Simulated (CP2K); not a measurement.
Two runs for the N K edge of 5-aminopyrimidine. Run A: CP2K XAS_TDP, all-electron GAPW, PBEh(45%), aug-cc-pVDZ, TDA, no relativity. Run B differs in one setting.

First lines with a strength over 0.0015. A:

| atom | energy (eV) | states | strength, one atom |
| --- | --- | --- | --- |
| N1 (bonded to C and 2 H) | 398.18 | 1 | 0.0071 |
|  | 398.37 | 1 | 0.0023 |
|  | 398.49 | 1 | 0.0113 |
|  | 399.12 | 1 | 0.0246 |
|  | 400.63 | 1 | 0.0081 |
| N4 (bonded to 2 C), 2 alike | 394.82 | 1 | 0.0513 |
|  | 402.31 | 1 | 0.0051 |
|  | 402.46 | 1 | 0.0041 |
|  | 402.61 | 1 | 0.0021 |
|  | 402.79 | 1 | 0.0057 |

B:

| atom | energy (eV) | states | strength, one atom |
| --- | --- | --- | --- |
| N1 (bonded to C and 2 H) | 403.58 | 1 | 0.0070 |
|  | 403.77 | 1 | 0.0023 |
|  | 403.89 | 1 | 0.0112 |
|  | 404.52 | 1 | 0.0243 |
|  | 406.03 | 1 | 0.0080 |
| N4 (bonded to 2 C), 2 alike | 399.69 | 1 | 0.0507 |
|  | 407.17 | 1 | 0.0050 |
|  | 407.33 | 1 | 0.0041 |
|  | 407.47 | 1 | 0.0021 |
|  | 407.66 | 1 | 0.0056 |

**Question.** Which was it: the basis, the functional, GW2X switched on, scalar relativity switched on?

GW2X switched on. GW2X shifts an atom's lines together and keeps their spacings. Against PBEh(45%) in aug-cc-pVDZ, the leading lines move by +5.40 eV (N1, to 403.89) and +4.87 eV (N4, to 399.69).

[Hosts, paths, dates, database ids (printed as entryN), source tags and the programs' standing remarks are cut or masked in the printed files.]
